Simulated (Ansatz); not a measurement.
# Binding curve of twisted silicene bilayer, 87.80° (52 atoms)

The cell holds 52 atoms: 52 Si. Cell: a = 13.917 Å, b = 13.917 Å, c = 16.170 Å, α = 90.0°, β = 90.0°, γ = 120.0°. It derives from Si (silicene). The starting structure: Silicene (a = 3.86 Å) under silicene (a = 3.86 Å), bilayer, commensurate cell of 13 unit cells a layer, twist 87.80 deg; facing planes 3.29 Å apart; 12 Å of vacuum; layers as built, displaced by a Gaussian of 0.01 Å. Regions: layer 1, 26 atoms (26 Si); layer 2, 26 atoms (26 Si). Vacuum lies along c.

Calculated with Ansatz 0.2.0: Kohn-Sham DFT, PBE+D4, PAW (set soft_2), plane waves; cutoff 420 eV, k-mesh 3×3×1, fermi-dirac smearing of 0.025 eV. The upper part is moved rigidly along the normal by z from its relaxed place. Energies are the whole cell less its two frozen parts, over the face of 167.7 Å².

| shift z (Å) | interaction energy (meV/Å²) |
| --- | --- |
| -0.3 | -68.57 |
| +0.0 | -83.20 |
| +0.3 | -69.45 |
| +0.8 | -42.62 |
| +1.6 | ? |
| +3.0 | -4.556 |

Task: Fit the universal binding curve to the rows given and interpolate to the withheld row.

Worked fit:

The universal binding curve is E(z) = −D (1 + z/l) exp(−z/l), whose curvature at z = 0 is D/l². The depth is D = 83.20 meV/Å². The three points about zero give the curvature [E(+0.3) + E(−0.3) − 2E(0)] / 0.3² = 315.5 meV/Å⁴, so l = √(D / curvature) = 0.514 Å. At z = 1.6 Å, z/l = 3.115.

Prediction at +1.6: -15.19 meV/Å². The run gave -16.90 meV/Å², so the fit is high by 1.7 meV/Å² (10 % of the value).

At the last row, z = 3 Å, the curve gives -1.65 against -4.56 meV/Å² computed. Among the rows given, the largest miss of the fit is at -0.3, by 6.5 meV/Å² (8.3 % of the range of the table).

Limits: The parts are rigid, and they also feel their periodic images through the vacuum.

[Hosts, paths, dates, database ids (printed as entryN), source tags and the programs' standing remarks are cut or masked in the printed files.]
